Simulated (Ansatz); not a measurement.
# TaN (Fm-3m): zone-centre modes under pressure

Wanted: Grüneisen parameters and pressure coefficients of the modes of TaN (Fm-3m).

Main program and level: Ansatz 0.2.0; DFT PBEsol, scalar-relativistic, plane waves, PAW; PAW set soft_1.

## (1) Set-up

The structure is cubic, space group Fm-3m (No. 225). Conventional cell: a = 4.358 Å, b = 4.358 Å, c = 4.358 Å, α = 90.00°, β = 90.00°, γ = 90.00°. N has 6 Ta at 2.18 Å nearest. Ta has 6 N at 2.18 Å nearest. Farther neighbours and most contacts between anions are not listed.

## (2) Bringing the structure to rest

The cell and atoms are relaxed, since residual forces and stress would shift the frequencies.

Contents of input.yaml:

```yaml
crystal:
  lattice:
    - [0.0, 2.179, 2.179]
    - [2.179, 0.0, 2.179]
    - [2.179, 2.179, 0.0]
  atoms:
    - { symbol: "N", position: [0.0, 0.0, 0.0] }
    - { symbol: Ta, position: [0.5, 0.5, 0.5] }
kpoints:
  mp_grid: { grid: [16, 16, 16] }
hamiltonian:
  xc: pbesol
  pseudopotentials: { kind: paw, azcp: { folder: soft_1 }, xc_functional: pbe }
scf:
  occupations: { method: gaussian, width: 0.1 }
output:
  forces: true
  stress: true
  eigenvalues: true
  write_density: true
  write_potential: true
  elf: true
  volumetric_format: npy
relax:
  adjacent_minimum: "off"
  f_tol: 0.005
  max_steps: 80
  cell: { stress_tol: 0.05 }
```

Launch:

```
$ ansatz run input.yaml --threads 4 --pin off --max-ram 10240MiB --backend cpu --events-out ev --progress --plain --runs-dir out
```

Numbers of over 12 decimals in the logs are rounded to 6 here.

Log:

```text
Engine: ansatz 0.2.0, x86_64-unknown-linux-gnu
Pseudopotentials: kind: paw
Pseudopotential: N, paw, valence charge 5, recommended cutoff 420 eV (normal), soft_1/N.paw.azcp
Pseudopotential: Ta, paw, valence charge 13, recommended cutoff 420 eV (normal), soft_1/Ta.paw.azcp
Functional definition: PBEsol
  exchange = pbesol_x
  correlation = pbesol_c
Crystal: 2 atoms, lattice volume = 20.692 Å³
Basis set: ecut = 420 eV, 411 PW (Γ), exchange–correlation on 48×48×48 points (8 copies of the dense FFT grid, shifted against one another)
Bands: 13, of which v1, the nominal top of the filled ones, is band 9 counted from 1 (8 counted from 0)
Symmetry: 48 space group operations
Space group: Fm-3m (ITA 225), of the structure as read, at distance tolerance 2.7e-5 Å
k-points: 145 of 4096
Non-local potential: N, projectors of the file, l = 0: 2, l = 1: 2, l = 2: 1
Non-local potential: Ta, projectors of the file, l = 0: 3, l = 1: 2, l = 2: 2, l = 3: 1
PAW form: soft (Blöchl's): semilocal exchange-correlation on the pseudo side does not see the compensation charge
PAW frozen core: N, regenerated for the run's functional, and the local potential with it (the file was generated under x = pbe(κ = 0.804, μ = 0.219515), c = pbe(β = 0.066725))
PAW frozen core: Ta, regenerated for the run's functional, and the local potential with it (the file was generated under x = pbe(κ = 0.804, μ = 0.219515), c = pbe(β = 0.066725))
PAW one-centre angular grid: N, 110 points (default); XC on 64 Gauss nodes
PAW one-centre angular grid: Ta, 590 points (default); XC on 64 Gauss nodes
Initial density: superposition of atomic densities (chi_scale 0.1, normalization cell, long waves kept (reshape's long-wave potential 0.00 eV rms))
Initial wavefunctions: pseudopotential atomic-orbital guess
Functional: x = pbesol(κ = 0.804, μ = 0.123457), c = pbesol(β = 0.046)
SCF iter   1: F=—  HF=-10188.073481 eV  |F-HF|=—  |Δ(HF+E_count)|=         —  Δρ=4.94e-2  dr2=5.00e-1  ethr=3.10e-3  ⟨swp⟩=5.1  Hψ=19793  notcnv=0
automatic band count: the SCF goes on with 17 bands, as 13 were too few: the levels above may hold too much charge
preconditioner: auto → none  [metal: Δε(μ)=0.012 eV  Ē_g=16.147 eV  σ=0.100 eV  W_gap=0.07  n_scr=8 (ndim 8)  ℏωp=25.8 eV  f_vac=0.000  D(μ)=1.01/eV (n_scr^D=14)  sad-step TF]
SCF iter   2: F=—  HF=-10188.044158 eV  |F-HF|=—  |Δ(HF+E_count)|=   2.93e-2  Δρ=3.53e-2  dr2=2.91e-1  ethr=2.78e-3  ⟨swp⟩=1.0  Hψ=3625  notcnv=0  defer=4
SCF iter   3: F=—  HF=-10187.978346 eV  |F-HF|=—  |Δ(HF+E_count)|=   6.58e-2  Δρ=3.03e-3  dr2=4.07e-4  ethr=1.61e-3  ⟨swp⟩=2.4  Hψ=3333  notcnv=0  defer=26
SCF iter   4: F=—  HF=-10187.978732 eV  |F-HF|=—  |Δ(HF+E_count)|=   3.86e-4  Δρ=5.72e-4  dr2=8.14e-5  ethr=2.26e-6  ⟨swp⟩=2.6  Hψ=4430  notcnv=0  defer=267
SCF iter   5: F=—  HF=-10187.978716 eV  |F-HF|=—  |Δ(HF+E_count)|=   1.61e-5  Δρ=4.25e-5  dr2=2.37e-7  ethr=4.52e-7  ⟨swp⟩=2.1  Hψ=2616  notcnv=0  defer=286
SCF iter   6: F=-10187.978716 eV  HF=-10187.978716 eV  |F-HF|=3.65e-9  |Δ(HF+E_count)|=   8.19e-8  Δρ=5.57e-6  dr2=4.76e-9  ethr=5.56e-10  ⟨swp⟩=11.6  Hψ=15085  notcnv=0
SCF 1 converged in 6 iterations: F = -10187.978716 eV  dr2 = 4.76e-9
  greatest PAW one-centre occupation: 0.999 electrons in one spin orbital (limit 2), on the Ta atom at site 1 (counted from 0), in its partial waves of l = 0
relax step   1: F+E_penalty+E_count = -10187.97871593 eV  Δ(F+E_penalty+E_count) = +0.000e0 eV  max|allowed force component| = 1.381e-29 eV/Å  Δτ_max = 0.0000 Å  P = +4.236 GPa  Ω = 20.692 Å³  (6 SCF iters, dr2 threshold 1.00e-7 eV, accepted)
Crystal: 2 atoms, lattice volume = 21.021 Å³
Bands: 17, of which v1, the nominal top of the filled ones, is band 9 counted from 1 (8 counted from 0)
Initial density: handed on by an earlier stage of this run
Initial wavefunctions: those handed on with the density
iter 1 solved again at ethr=8.97e-6 eV; its pass at ethr=3.10e-3 eV (dr2=1.61e-3 eV) is discarded
SCF iter   1: F=—  HF=-10187.981181 eV  |F-HF|=—  |Δ(HF+E_count)|=         —  Δρ=2.69e-3  dr2=1.54e-3  ethr=8.97e-6  ⟨swp⟩=1.0  Hψ=12265  notcnv=0
preconditioner: auto → none  [metal: Δε(μ)=0.013 eV  Ē_g=15.670 eV  σ=0.100 eV  W_gap=0.07  n_scr=8 (ndim 8)  ℏωp=25.6 eV  f_vac=0.000  D(μ)=1.13/eV (n_scr^D=14)]
SCF iter   2: F=—  HF=-10187.980848 eV  |F-HF|=—  |Δ(HF+E_count)|=   3.33e-4  Δρ=1.07e-3  dr2=2.79e-4  ethr=8.55e-6  ⟨swp⟩=1.0  Hψ=2465  notcnv=0
SCF iter   3: F=—  HF=-10187.980776 eV  |F-HF|=—  |Δ(HF+E_count)|=   7.20e-5  Δρ=1.23e-4  dr2=2.58e-6  ethr=1.55e-6  ⟨swp⟩=1.2  Hψ=2542  notcnv=0
SCF iter   4: F=—  HF=-10187.980776 eV  |F-HF|=—  |Δ(HF+E_count)|=   3.65e-7  Δρ=1.64e-5  dr2=4.73e-8  ethr=1.43e-8  ⟨swp⟩=1.1  Hψ=2510  notcnv=0
iter 5 did not close the SCF: its close was put off for the readings that it lacked (scf_convergence_deferred on its scf_iter line)
SCF iter   5: F=-10187.980776 eV  HF=-10187.980776 eV  |F-HF|=2.27e-10  |Δ(HF+E_count)|=   3.82e-9  Δρ=1.85e-6  dr2=4.60e-10  ethr=2.63e-10  ⟨swp⟩=2.3  Hψ=3020  notcnv=0
SCF iter   6: F=-10187.980776 eV  HF=-10187.980776 eV  |F-HF|=5.46e-12  |Δ(HF+E_count)|=  5.46e-12  Δρ=2.40e-7  dr2=8.65e-12  ethr=2.56e-12  ⟨swp⟩=4.1  Hψ=10121  notcnv=0
SCF 2 converged in 6 iterations: F = -10187.980776 eV  dr2 = 8.65e-12
relax step   2: F+E_penalty+E_count = -10187.98077632 eV  Δ(F+E_penalty+E_count) = -2.060e-3 eV  max|allowed force component| = 6.804e-30 eV/Å  Δτ_max = 0.0000 Å  P = -1.541 GPa  Ω = 21.021 Å³  energy of the carried Pulay correction = -6.216e-4 eV  (6 SCF iters, dr2 threshold 2.00e-7 eV, accepted)
Crystal: 2 atoms, lattice volume = 20.932 Å³
iter 1 solved again at ethr=6.14e-7 eV; its pass at ethr=3.10e-3 eV (dr2=1.11e-4 eV) is discarded
SCF iter   1: F=—  HF=-10187.981409 eV  |F-HF|=—  |Δ(HF+E_count)|=         —  Δρ=7.09e-4  dr2=1.06e-4  ethr=6.14e-7  ⟨swp⟩=1.0  Hψ=11441  notcnv=0
preconditioner: auto → none  [metal: Δε(μ)=0.016 eV  Ē_g=15.739 eV  σ=0.100 eV  W_gap=0.09  n_scr=8 (ndim 8)  ℏωp=25.7 eV  f_vac=0.000  D(μ)=1.13/eV (n_scr^D=14)]
SCF iter   2: F=—  HF=-10187.981384 eV  |F-HF|=—  |Δ(HF+E_count)|=   2.46e-5  Δρ=2.80e-4  dr2=1.91e-5  ethr=5.90e-7  ⟨swp⟩=1.0  Hψ=2465  notcnv=0
iter 3 did not close the SCF: its close was put off for the readings that it lacked (scf_convergence_deferred on its scf_iter line)
SCF iter   3: F=-10187.981379 eV  HF=-10187.981379 eV  |F-HF|=1.08e-7  |Δ(HF+E_count)|=   4.89e-6  Δρ=3.24e-5  dr2=1.80e-7  ethr=1.06e-7  ⟨swp⟩=1.2  Hψ=2544  notcnv=0
iter 4 did not close the SCF: its close was put off for the readings that it lacked (scf_convergence_deferred on its scf_iter line)
SCF iter   4: F=-10187.981379 eV  HF=-10187.981379 eV  |F-HF|=1.91e-9  |Δ(HF+E_count)|=   4.63e-8  Δρ=4.29e-6  dr2=3.20e-9  ethr=9.98e-10  ⟨swp⟩=1.1  Hψ=2507  notcnv=0
iter 5 did not close the SCF: its close was put off for the readings that it lacked (scf_convergence_deferred on its scf_iter line)
SCF iter   5: F=-10187.981379 eV  HF=-10187.981379 eV  |F-HF|=1.09e-11  |Δ(HF+E_count)|=  4.02e-10  Δρ=4.97e-7  dr2=3.32e-11  ethr=1.78e-11  ⟨swp⟩=2.2  Hψ=3056  notcnv=0
SCF iter   6: F=-10187.981379 eV  HF=-10187.981379 eV  |F-HF|=7.28e-12  |Δ(HF+E_count)|=  9.09e-12  Δρ=6.23e-8  dr2=5.63e-13  ethr=1.00e-12  ⟨swp⟩=4.0  Hψ=8991  notcnv=0
SCF 3 converged in 6 iterations: F = -10187.981379 eV  dr2 = 5.63e-13
relax step   3: F+E_penalty+E_count = -10187.98137930 eV  Δ(F+E_penalty+E_count) = -6.030e-4 eV  max|allowed force component| = 6.015e-30 eV/Å  Δτ_max = 0.0000 Å  P = -0.030 GPa  Ω = 20.932 Å³  energy of the carried Pulay correction = -4.549e-4 eV  (6 SCF iters, dr2 threshold 2.00e-7 eV, accepted)
Initial wavefunctions: pseudopotential atomic-orbital guess (no wavefunctions were taken with the density)
iter 1 solved again at ethr=2.37e-8 eV; its pass at ethr=3.10e-3 eV (dr2=4.26e-6 eV) is discarded
SCF iter   1: F=—  HF=-10187.981853 eV  |F-HF|=—  |Δ(HF+E_count)|=         —  Δρ=5.33e-5  dr2=8.75e-8  ethr=2.37e-8  ⟨swp⟩=3.0  Hψ=17272  notcnv=0
preconditioner: auto → none  [metal: Δε(μ)=0.015 eV  Ē_g=15.736 eV  σ=0.100 eV  W_gap=0.09  n_scr=8 (ndim 8)  ℏωp=25.7 eV  f_vac=0.000  D(μ)=1.12/eV (n_scr^D=14)]
SCF iter   2: F=—  HF=-10187.981853 eV  |F-HF|=—  |Δ(HF+E_count)|=   3.53e-7  Δρ=2.54e-5  dr2=1.60e-8  ethr=4.86e-10  ⟨swp⟩=2.0  Hψ=3247  notcnv=0
SCF iter   3: F=—  HF=-10187.981853 eV  |F-HF|=—  |Δ(HF+E_count)|=   2.00e-8  Δρ=2.20e-6  dr2=1.87e-10  ethr=8.91e-11  ⟨swp⟩=2.0  Hψ=3066  notcnv=0
iter 4 did not close the SCF: its close was put off for the readings that it lacked (scf_convergence_deferred on its scf_iter line)
SCF iter   4: F=-10187.981853 eV  HF=-10187.981853 eV  |F-HF|=1.82e-12  |Δ(HF+E_count)|=  2.06e-10  Δρ=8.89e-8  dr2=1.03e-12  ethr=1.04e-12  ⟨swp⟩=2.1  Hψ=3748  notcnv=0
iter 5 did not close the SCF: its close was put off for the readings that it lacked (scf_convergence_deferred on its scf_iter line)
SCF iter   5: F=-10187.981853 eV  HF=-10187.981853 eV  |F-HF|=0.00e0  |Δ(HF+E_count)|=  1.82e-12  Δρ=2.19e-8  dr2=4.36e-14  ethr=1.00e-12  ⟨swp⟩=1.0  Hψ=2465  notcnv=0
iter 6 did not close the SCF: its close was put off for the readings that it lacked (scf_convergence_deferred on its scf_iter line)
SCF iter   6: F=-10187.981853 eV  HF=-10187.981853 eV  |F-HF|=1.82e-12  |Δ(HF+E_count)|=    0.00e0  Δρ=1.89e-9  dr2=6.34e-16  ethr=1.00e-12  ⟨swp⟩=1.0  Hψ=2465  notcnv=0
iter 7 did not close the SCF: its close was put off for the readings that it lacked (scf_convergence_deferred on its scf_iter line)
SCF iter   7: F=-10187.981853 eV  HF=-10187.981853 eV  |F-HF|=3.64e-12  |Δ(HF+E_count)|=  1.82e-12  Δρ=2.65e-10  dr2=5.77e-18  ethr=1.00e-12  ⟨swp⟩=1.0  Hψ=2465  notcnv=0
SCF iter   8: F=-10187.981853 eV  HF=-10187.981853 eV  |F-HF|=1.82e-12  |Δ(HF+E_count)|=  1.82e-12  Δρ=5.42e-11  dr2=6.37e-19  ethr=1.00e-12  ⟨swp⟩=1.1  Hψ=5518  notcnv=0
SCF 4 converged in 8 iterations: F = -10187.981853 eV  dr2 = 6.37e-19
relax step   4: F+E_penalty+E_count = -10187.98185302 eV  Δ(F+E_penalty+E_count) = -4.737e-4 eV  max|allowed force component| = 1.042e-29 eV/Å  Δτ_max = 0.0000 Å  P = +0.008 GPa  Ω = 20.932 Å³  stress off target by 8.24e-3 GPa  SCF on the basis re-selected at this cell (its energy is not comparable with the rows above)  (8 SCF iters)
basis re-selected at this cell: Δ(F+E_penalty+E_count) = -4.737e-4 eV, ΔP = +0.038 GPa vs the last step (what re-selecting the basis moved, of the pressure what is left beyond the Pulay correction that the steps carried, after the strain that the cell walked since its last selection, with what the two solves' SCF thresholds leave and, on support functions, any second-order correction that the steps lacked; it is no m [...]
SCF converged after 8 iterations
Free energy (F): -10187.981853 eV
Harris-Foulkes:  -10187.981853 eV  (|F-HF|=1.82e-12)
Internal energy: -10187.976229 eV  (E = F + TS)
E sigma→0 (E₀):  -10187.979041 eV
Entropy (-TS):   -0.005624 eV (-2.812 meV/atom)
Fermi energy:    21.773636 eV
--- Per-component energies (eV) ---
  E_band       = -42.609841
  E_kinetic    = 525.707573
  E_local      = -559.869515  (includes V_loc(G=0)·N_el)
  E_nonlocal   = 26.490577
  E_hartree    = 200.550700
  E_xc         = -379.387999
  E_vxc        = -310.726173  (∫ρ·V_xc dr)
  E_paw        = -8304.726671  (= ΣΔE_a)
  E_vpaw       = -125.314594  (= ΣTr[D̂ρ^β])
  E_aug_tail   = 0.000890  (compensation charges beyond the density's cutoff)
  E_ewald      = -1696.983595
  E_core_change = 0.241812  (= ΣΔE_core)
  E_smearing   = -0.005624  (= −TS)
  E_closure    = 0.000000  (closes the sum)
  Σ components = -10187.981853   (vs F -10187.981853, Δ=0.00e0)
--- Forces (eV/Å), atoms counted from 1 ---
  atom   1  N     -0.00000000     0.00000000     0.00000000
  atom   2  Ta     0.00000000    -0.00000000    -0.00000000
  max |Σ_I F_I| component: 1.84e-29 eV/Å
--- Stress (GPa, compression-positive) ---
        0.008236      -0.000000      -0.000000
       -0.000000       0.008236      -0.000000
       -0.000000      -0.000000       0.008236
  P = ⅓ Tr σ = 0.0082 GPa (0.082 kbar)
--- Band table (eV; the first three rows and the last of 145) ---
  k-point 0: bands = [... 5 lower, 17.9266, 17.9266, 17.9266, 19.6248, 19.6248, 19.6248, 21.8338, 21.8338, ... 4 higher]
  k-point 1: bands = [... 5 lower, 17.4075, 17.5759, 17.5759, 19.7867, 19.7867, 19.8588, 22.2368, 22.2368, ... 4 higher]
  k-point 2: bands = [... 5 lower, 16.3580, 16.8532, 16.8532, 20.1626, 20.1626, 20.2033, 23.2145, 23.2145, ... 4 higher]
  k-point 144: bands = [... 5 lower, 14.2218, 14.9458, 14.9458, 21.5924, 21.5924, 25.4774, 26.0133, 26.4137, ... 4 higher]
--- Relaxed structure (3 steps of the walk, 3 accepted, 1 SCFs on fresh bases) ---
  F+E_penalty+E_count = -10187.98185302 eV   max|allowed force component| = 1.042e-29 eV/Å   (the final SCF, on the basis selected at the relaxed cell)
  cell:  # Å, volume = 20.9320 Å³
    - [0, 2.187394, 2.187394]
    - [2.187394, 0, 2.187394]
    - [2.187394, 2.187394, 0]
  atoms:
    - { symbol: N, position: [0, 0, 0] }
    - { symbol: Ta, position: [0.5, 0.5, 0.5] }
```

Run time: 3.6 s. Hardware: 4 threads of Intel Xeon at 2.60GHz (Ice Lake), shared host; peak memory 0.46 GiB; 12 s of CPU time.

Relaxation path:

```
step  energy less that of the first step (eV)  largest force component (eV/Å)  pressure (GPa)  volume (Å³)
   1                                   0.0000                          0.0000            4.24        20.69
   2                                  -0.0021                          0.0000           -1.54        21.02
   3                                  -0.0027                          0.0000           -0.03        20.93
  4*                                  -0.0031                          0.0000            0.01        20.93
```

Relaxation steps marked * repeat the geometry before them on a plane-wave basis chosen anew for their cell, so energy and pressure can jump there.

The run keeps the 48 symmetry operations that it works with, so distortions that break them were not tested.

```
conventional cell, symmetrised  before  after  change
                         a (Å)   4.358  4.375  +0.4 %
                         b (Å)   4.358  4.375  +0.4 %
                         c (Å)   4.358  4.375  +0.4 %
              volume (Å³/atom)   10.35  10.47  +1.2 %
```

The relaxed structure:

```cif
data_structure
_symmetry_space_group_name_H-M 'P 1'
_symmetry_Int_Tables_number 1
_cell_length_a 3.0934
_cell_length_b 3.0934
_cell_length_c 3.0934
_cell_angle_alpha 60.000
_cell_angle_beta 60.000
_cell_angle_gamma 60.000
_cell_volume 20.93
loop_
_atom_site_label
_atom_site_type_symbol
_atom_site_fract_x
_atom_site_fract_y
_atom_site_fract_z
_atom_site_occupancy
N1 N 0.00000 0.00000 0.00000 1
Ta2 Ta 0.50000 0.50000 0.50000 1
```

Numbers from this step:

- pressure: 0.008236 GPa
- volume per atom: 10.47 Å³
- gap on the k-mesh: 0 eV

ELF in the ac plane of the conventional cell at fractional y = 0.000, with atoms of N and Ta within 0.2 Å of it. It is the smooth field of the valence electrons, not physical close to the nuclei.

Values, 14 rows by 14 columns, each cell a mean:
```
0.39 0.68 0.71 0.33 0.35 0.68 0.51 0.39 0.67 0.57 0.24 0.51 0.75 0.50
0.74 0.76 0.61 0.29 0.26 0.56 0.68 0.67 0.67 0.41 0.21 0.44 0.70 0.75
0.53 0.48 0.37 0.24 0.19 0.26 0.35 0.37 0.31 0.20 0.20 0.31 0.44 0.51
0.26 0.23 0.20 0.20 0.24 0.29 0.33 0.34 0.32 0.28 0.23 0.20 0.21 0.24
0.58 0.52 0.31 0.20 0.37 0.61 0.71 0.71 0.67 0.52 0.28 0.20 0.41 0.57
0.57 0.70 0.52 0.23 0.48 0.76 0.68 0.59 0.73 0.67 0.32 0.31 0.67 0.67
0.17 0.57 0.58 0.26 0.53 0.74 0.39 0.17 0.59 0.71 0.34 0.37 0.67 0.39
0.39 0.67 0.57 0.24 0.51 0.75 0.50 0.39 0.68 0.71 0.33 0.35 0.68 0.51
0.67 0.67 0.41 0.21 0.44 0.70 0.75 0.74 0.76 0.61 0.29 0.26 0.56 0.68
0.37 0.31 0.20 0.20 0.31 0.44 0.51 0.53 0.48 0.37 0.24 0.19 0.26 0.35
0.34 0.32 0.28 0.23 0.20 0.21 0.24 0.26 0.23 0.20 0.20 0.24 0.29 0.33
0.71 0.67 0.52 0.28 0.20 0.41 0.57 0.58 0.52 0.31 0.20 0.37 0.61 0.71
0.59 0.73 0.67 0.32 0.31 0.67 0.67 0.57 0.70 0.52 0.23 0.48 0.76 0.68
0.17 0.59 0.71 0.34 0.37 0.67 0.39 0.17 0.57 0.58 0.26 0.53 0.74 0.39
```
Columns run along a (4.4 Å), rows up along c (4.4 Å), edges of the conventional cell, whose origin can differ from the input's. Atoms in or near the plane, at fractional coordinates: N at (0.00, 0.00), N at (0.50, 0.50), Ta at (0.50, 0.00), Ta at (0.00, 0.50).

Electrostatic potential energy in the ac plane of the conventional cell at fractional y = 0.000, with atoms of N and Ta within 0.2 Å of it. With pseudopotentials it is smooth inside the atoms' cores, unlike the true potential.

Values in eV, 14 rows by 14 columns, each cell a mean:
```
-33 -17   8  13  -2 -26 -41 -44 -36 -15   7  14  -3 -27
 -8   4  17  16   7 -11 -26 -29 -20  -2  12  18  12  -3
 13  16  18  18  14   7  -2  -4   2  11  17  19  18  14
  5   9  15  18  18  16  13  12  14  17  18  17  12   7
-18 -10   4  15  18  17   8   5  12  18  17  11  -2 -15
-39 -30 -10   9  16   4 -17 -23  -8  12  14   2 -20 -36
-44 -39 -18   5  13  -8 -33 -38 -23   5  12  -4 -29 -44
-44 -36 -15   7  14  -3 -27 -33 -17   8  13  -2 -26 -41
-29 -20  -2  12  18  12  -3  -8   4  17  16   7 -11 -26
 -4   2  11  17  19  18  14  13  16  18  18  14   7  -2
 12  14  17  18  17  12   7   5   9  15  18  18  16  13
  5  12  18  17  11  -2 -15 -18 -10   4  15  18  17   8
-23  -8  12  14   2 -20 -36 -39 -30 -10   9  16   4 -17
-38 -23   5  12  -4 -29 -44 -44 -39 -18   5  13  -8 -33
```
Columns run along a (4.4 Å; values clipped at the 3rd and 97th percentile), rows up along c (4.4 Å), edges of the conventional cell, whose origin can differ from the input's. Atoms in or near the plane, at fractional coordinates: N at (0.00, 0.00), N at (0.50, 0.50), Ta at (0.50, 0.00), Ta at (0.00, 0.50).

Valence density in the ac plane of the conventional cell at fractional y = 0.000, with atoms of N and Ta within 0.2 Å of it. It is the smooth field of the valence electrons, not physical close to the nuclei.

Ten even steps from '_' (0.3 e/Å³) to '@' (4.6 e/Å³), each cell a mean:
```
##++..__..**@@@@@@==__..--**
--::______--**##++..____..--
..__________..::..________..
..__________________________
==--..______..::..______..==
@@%%--____::++++--..__..++@@
##@@==....--####++::__::##@@
@@@@==__..--**##++..__..**@@
##++..____..----::______--**
::..________....__________..
______________..____________
::..______..====--..______..
++--..__..++@@@@%%--____::++
##++::__::##@@##@@==....--##
```
Columns run along a (4.4 Å), rows up along c (4.4 Å), edges of the conventional cell, whose origin can differ from the input's. Atoms in or near the plane, at fractional coordinates: N at (0.00, 0.00), N at (0.50, 0.50), Ta at (0.50, 0.00), Ta at (0.00, 0.50).

In this step the volume went from 10.35 to 10.47 Å³/atom.

## (3) Tight relaxation

Phonons need small forces and stress, so the relaxation is finished with tight tolerances on 16×16×16 k points.

input.yaml, the sections that differ from step 2:

```yaml
crystal:
  lattice:
    - [0.0, 2.1873937283, 2.1873937283]
    - [2.1873937283, 0.0, 2.1873937283]
    - [2.1873937283, 2.1873937283, 0.0]
  atoms:
    - { symbol: "N", position: [0.0, 0.0, 0.0] }
    - { symbol: Ta, position: [0.5, 0.5, 0.5] }
scf:
  occupations: { method: methfessel_paxton, width: 0.2 }
output:
  forces: true
  stress: true
  eigenvalues: true
relax:
  adjacent_minimum: "off"
  f_tol: 0.001
  max_steps: 60
  cell: { stress_tol: 0.01 }
# kpoints, hamiltonian: as in step 2
```

Log:

```text
[...]
Crystal: 2 atoms, lattice volume = 20.932 Å³
Basis set: ecut = 420 eV, 411 PW (Γ), exchange–correlation on 48×48×48 points (8 copies of the dense FFT grid, shifted against one another)
Bands: 13, of which v1, the nominal top of the filled ones, is band 9 counted from 1 (8 counted from 0)
Symmetry: 48 space group operations
[...]
k-points: 145 of 4096
[...]
k-point 144: bands = [... 5 lower, 14.2220, 14.9459, 14.9459, 21.5923, 21.5923, 25.4771, 26.0131, 26.4135, ... 4 higher]
--- Relaxed structure (1 steps of the walk, 1 accepted, 1 SCFs on fresh bases) ---
[...]
cell:  # Å, volume = 20.9320 Å³
    - [0.0, 2.1873937283, 2.1873937283]
    - [2.1873937283, 0.0, 2.1873937283]
    - [2.1873937283, 2.1873937283, 0.0]
  atoms:
    - { symbol: N, position: [0.0, 0.0, 0.0] }
    - { symbol: Ta, position: [0.500000, 0.500000, 0.500000] }
[key lines of the parts left out:]
SCF converged after 4 iterations
Free energy (F): -10187.980118 eV
Fermi energy:    21.773464 eV
P = ⅓ Tr σ = -0.0029 GPa (-0.029 kbar)
```

Run time: 2 s. Hardware: 4 threads; peak memory 0.38 GiB.

Little changed from the start: no atom moved by 0.005 Å and no cell edge by 0.1 %.

Numbers from this step:

```yaml
pressure: -0.002939 GPa
```

The forces vanish by symmetry and the pressure is -0.003 GPa, within the tolerances set. The cell now holds 10.47 Å³/atom.

(Continued in part 2 of 2.)

[Logs are printed without paths, hosts, clocks, repeated set-up lines and the standing remarks that a program may print on its own settings, such as how far it seeks lower states.]

[Hosts, paths, dates, database ids (printed as entryN), source tags and the programs' standing remarks are cut or masked in the printed files.]
